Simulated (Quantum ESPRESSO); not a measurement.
# NiCl2: parallel and opposed starts, part 3 of 3

Aim: find out which collinear order of NiCl2 costs least.

Quantum ESPRESSO 7.5; PBEsol; plane waves with GBRV 1.5 PBEsol potentials, no spin-orbit coupling.

So far, largest spin moment in the atom's sphere (μB): step 2 (run 1 (ferro +)) 1.49; step 3 (run 2, typed as antiferro q=(0,0,1/2) +−) 1.48; step 4 (run 3, typed as antiferro q=(1/2,1/2,1/2) +−) 1.48; step 7 (the lowest state again, with its states saved) 1.48.

The database entry behind the starting cell differs from later determinations by our own check (an axis about 1.8 % long against later determinations), so it need not match the best structure at ambient conditions.

## (8) Löwdin moments

Level of this step: PBEsol; plane waves with GBRV 1.5 PBEsol potentials, no spin-orbit coupling, projections on orthogonalised atomic orbitals (Quantum ESPRESSO).

projwfc.x projects the saved states on orthogonalised atomic orbitals of the pseudopotential files.

Log:

```text
[banner, memory and clock lines left out]
Program PROJWFC v.7.5 starts

     [... lines left out ...]
     IMPORTANT: XC functional enforced from input :
     Exchange-correlation= PBESOL
                           (   1   4  10   8   0   0   0)
     Any further DFT definition will be discarded
     Please, verify this is what you really want

     G-vector sticks info

     Check: negative core charge=   -0.000006

     negative rho (up, down):  2.981E-02 2.981E-02

     Gaussian broadening (read from input): ngauss,degauss=   0    0.010000

     Calling projwave ....

  Problem Sizes
  natomwfc =           42
  nbnd     =           47
  nkstot   =           32
  npwx     =         3654
  nkb      =          108

     Atomic states used for projection
     (read from pseudopotential files):

     state #   1: atom   1 (Ni1), wfc  1 (l=0 m= 1)
     state #   2: atom   1 (Ni1), wfc  2 (l=1 m= 1)
     state #   3: atom   1 (Ni1), wfc  2 (l=1 m= 2)
     state #   4: atom   1 (Ni1), wfc  2 (l=1 m= 3)
     state #   5: atom   1 (Ni1), wfc  3 (l=2 m= 1)
     state #   6: atom   1 (Ni1), wfc  3 (l=2 m= 2)
     state #   7: atom   1 (Ni1), wfc  3 (l=2 m= 3)
     state #   8: atom   1 (Ni1), wfc  3 (l=2 m= 4)
     state #   9: atom   1 (Ni1), wfc  3 (l=2 m= 5)
     state #  10: atom   1 (Ni1), wfc  4 (l=0 m= 1)
     state #  11: atom   1 (Ni1), wfc  5 (l=1 m= 1)
     state #  12: atom   1 (Ni1), wfc  5 (l=1 m= 2)
     state #  13: atom   1 (Ni1), wfc  5 (l=1 m= 3)
     state #  14: atom   2 (Ni2), wfc  1 (l=0 m= 1)
     state #  15: atom   2 (Ni2), wfc  2 (l=1 m= 1)
     state #  16: atom   2 (Ni2), wfc  2 (l=1 m= 2)
     state #  17: atom   2 (Ni2), wfc  2 (l=1 m= 3)
     state #  18: atom   2 (Ni2), wfc  3 (l=2 m= 1)
     state #  19: atom   2 (Ni2), wfc  3 (l=2 m= 2)
     state #  20: atom   2 (Ni2), wfc  3 (l=2 m= 3)
     state #  21: atom   2 (Ni2), wfc  3 (l=2 m= 4)
     state #  22: atom   2 (Ni2), wfc  3 (l=2 m= 5)
     state #  23: atom   2 (Ni2), wfc  4 (l=0 m= 1)
     state #  24: atom   2 (Ni2), wfc  5 (l=1 m= 1)
     state #  25: atom   2 (Ni2), wfc  5 (l=1 m= 2)
     state #  26: atom   2 (Ni2), wfc  5 (l=1 m= 3)
     state #  27: atom   3 (Cl ), wfc  1 (l=0 m= 1)
     state #  28: atom   3 (Cl ), wfc  2 (l=1 m= 1)
     state #  29: atom   3 (Cl ), wfc  2 (l=1 m= 2)
     state #  30: atom   3 (Cl ), wfc  2 (l=1 m= 3)
     state #  31: atom   4 (Cl ), wfc  1 (l=0 m= 1)
     state #  32: atom   4 (Cl ), wfc  2 (l=1 m= 1)
     state #  33: atom   4 (Cl ), wfc  2 (l=1 m= 2)
     state #  34: atom   4 (Cl ), wfc  2 (l=1 m= 3)
     state #  35: atom   5 (Cl ), wfc  1 (l=0 m= 1)
     state #  36: atom   5 (Cl ), wfc  2 (l=1 m= 1)
     state #  37: atom   5 (Cl ), wfc  2 (l=1 m= 2)
     state #  38: atom   5 (Cl ), wfc  2 (l=1 m= 3)
     state #  39: atom   6 (Cl ), wfc  1 (l=0 m= 1)
     state #  40: atom   6 (Cl ), wfc  2 (l=1 m= 1)
     state #  41: atom   6 (Cl ), wfc  2 (l=1 m= 2)
     state #  42: atom   6 (Cl ), wfc  2 (l=1 m= 3)

 [... projections of the bands left out ...]

Lowdin Charges:

     Atom #   1: total charge =  17.9660, s =  2.4929, p =  7.0234, d =  8.4497,
                 spin up      =   9.7128, s =  1.2450,
                 spin up      =   9.7128, p =  3.5069, pz=  1.1727, px=  1.1671, py=  1.1671,
                 spin up      =   9.7128, d =  4.9609, dz2=  0.9912, dxz=  0.9934, dyz=  0.9934, dx2-y2=  0.9915, dxy=  0.9915,
                 spin down    =   8.2533, s =  1.2479,
                 spin down    =   8.2533, p =  3.5166, pz=  1.1748, px=  1.1709, py=  1.1709,
                 spin down    =   8.2533, d =  3.4888, dz2=  0.9770, dxz=  0.5010, dyz=  0.5010, dx2-y2=  0.7549, dxy=  0.7549,
                 polarization =   1.4595, s = -0.0029, p = -0.0097, d =  1.4721,
     Atom #   2: total charge =  17.9660, s =  2.4929, p =  7.0234, d =  8.4497,
                 spin up      =   8.2533, s =  1.2479,
                 spin up      =   8.2533, p =  3.5166, pz=  1.1748, px=  1.1709, py=  1.1709,
                 spin up      =   8.2533, d =  3.4888, dz2=  0.9770, dxz=  0.5010, dyz=  0.5010, dx2-y2=  0.7549, dxy=  0.7549,
                 spin down    =   9.7127, s =  1.2450,
                 spin down    =   9.7127, p =  3.5068, pz=  1.1727, px=  1.1670, py=  1.1670,
                 spin down    =   9.7127, d =  4.9609, dz2=  0.9912, dxz=  0.9934, dyz=  0.9934, dx2-y2=  0.9915, dxy=  0.9915,
                 polarization =  -1.4594, s =  0.0030, p =  0.0097, d = -1.4721,
     Atom #   3: total charge =   6.9621, s =  1.8447, p =  5.1174, d =  0.0000,
                 spin up      =   3.3483, s =  0.9197,
                 spin up      =   3.3483, p =  2.4285, pz=  0.8252, px=  0.8017, py=  0.8017,
                 spin up      =   3.3483, d =  0.0000, dz2=  0.0000, dxz=  0.0000, dyz=  0.0000, dx2-y2=  0.0000, dxy=  0.0000,
                 spin down    =   3.6138, s =  0.9250,
                 spin down    =   3.6138, p =  2.6888, pz=  0.9071, px=  0.8909, py=  0.8909,
                 spin down    =   3.6138, d =  0.0000, dz2=  0.0000, dxz=  0.0000, dyz=  0.0000, dx2-y2=  0.0000, dxy=  0.0000,
                 polarization =  -0.2656, s = -0.0053, p = -0.2603, d =  0.0000,
     Atom #   4: total charge =   6.9621, s =  1.8447, p =  5.1174, d =  0.0000,
                 spin up      =   3.6138, s =  0.9250,
                 spin up      =   3.6138, p =  2.6888, pz=  0.9071, px=  0.8909, py=  0.8909,
                 spin up      =   3.6138, d =  0.0000, dz2=  0.0000, dxz=  0.0000, dyz=  0.0000, dx2-y2=  0.0000, dxy=  0.0000,
                 spin down    =   3.3483, s =  0.9197,
                 spin down    =   3.3483, p =  2.4285, pz=  0.8252, px=  0.8017, py=  0.8017,
                 spin down    =   3.3483, d =  0.0000, dz2=  0.0000, dxz=  0.0000, dyz=  0.0000, dx2-y2=  0.0000, dxy=  0.0000,
                 polarization =   0.2655, s =  0.0053, p =  0.2603, d =  0.0000,
     Atom #   5: total charge =   6.9621, s =  1.8447, p =  5.1174, d =  0.0000,
                 spin up      =   3.6138, s =  0.9250,
                 spin up      =   3.6138, p =  2.6888, pz=  0.9071, px=  0.8909, py=  0.8909,
                 spin up      =   3.6138, d =  0.0000, dz2=  0.0000, dxz=  0.0000, dyz=  0.0000, dx2-y2=  0.0000, dxy=  0.0000,
                 spin down    =   3.3483, s =  0.9197,
                 spin down    =   3.3483, p =  2.4285, pz=  0.8252, px=  0.8017, py=  0.8017,
                 spin down    =   3.3483, d =  0.0000, dz2=  0.0000, dxz=  0.0000, dyz=  0.0000, dx2-y2=  0.0000, dxy=  0.0000,
                 polarization =   0.2655, s =  0.0053, p =  0.2603, d =  0.0000,
     Atom #   6: total charge =   6.9621, s =  1.8447, p =  5.1174, d =  0.0000,
                 spin up      =   3.3483, s =  0.9197,
                 spin up      =   3.3483, p =  2.4285, pz=  0.8252, px=  0.8017, py=  0.8017,
                 spin up      =   3.3483, d =  0.0000, dz2=  0.0000, dxz=  0.0000, dyz=  0.0000, dx2-y2=  0.0000, dxy=  0.0000,
                 spin down    =   3.6138, s =  0.9250,
                 spin down    =   3.6138, p =  2.6888, pz=  0.9071, px=  0.8909, py=  0.8909,
                 spin down    =   3.6138, d =  0.0000, dz2=  0.0000, dxz=  0.0000, dyz=  0.0000, dx2-y2=  0.0000, dxy=  0.0000,
                 polarization =  -0.2656, s = -0.0053, p = -0.2603, d =  0.0000,
     Spilling Parameter:   0.0034
```

Run time: 4 s. Hardware: 4 MPI ranks of Arm Neoverse V1, shared host; peak memory 1.2 GiB; 16 s of CPU time.

```csv
atom,moment in the sphere (μB),Löwdin moment (μB),Löwdin charge (e)
Ni1,1.480,1.460,17.966
Ni2,-1.480,-1.459,17.966
Cl3,-0.213,-0.266,6.962
Cl4,0.212,0.266,6.962
Cl5,0.212,0.266,6.962
Cl6,-0.213,-0.266,6.962
```

## (9) Outcome

```json
{"lowest state found": "antiferromagnetic (from antiferro q=(1/2,1/2,1/2) +-)", "largest site moment": "1.48 μB", "next state with moments": "ferromagnetic, 7.70 meV a seeded atom higher", "state without moments": "607 meV a seeded atom higher"}
```

**Reading.** Forming the moments gains more than four times the spread of the orders, as local moments do. The largest moment reads 1.48 μB in the sphere and 1.46 μB by Löwdin projection; a site moment hangs on how space is shared out. This is the lowest of 4 collinear or spinless starts, no proof of the ground state. No Hubbard term acts here. In such compounds local and semilocal functionals without one often delocalise the d electrons, and can shrink or lose moments and miss the size, sign and order of the couplings.

[Logs and program files are shortened in this print: banners, set-up blocks, solver, clock and traceback lines can be left out without a mark of their own.]

[Logs are printed without paths, hosts, clocks, repeated set-up lines and the standing remarks that a program may print on its own settings, such as how far it seeks lower states.]

[Hosts, paths, dates, database ids (printed as entryN), source tags and the programs' standing remarks are cut or masked in the printed files.]

[Where a cell is said to come from a database of computed structures, the database is the Materials Project.]
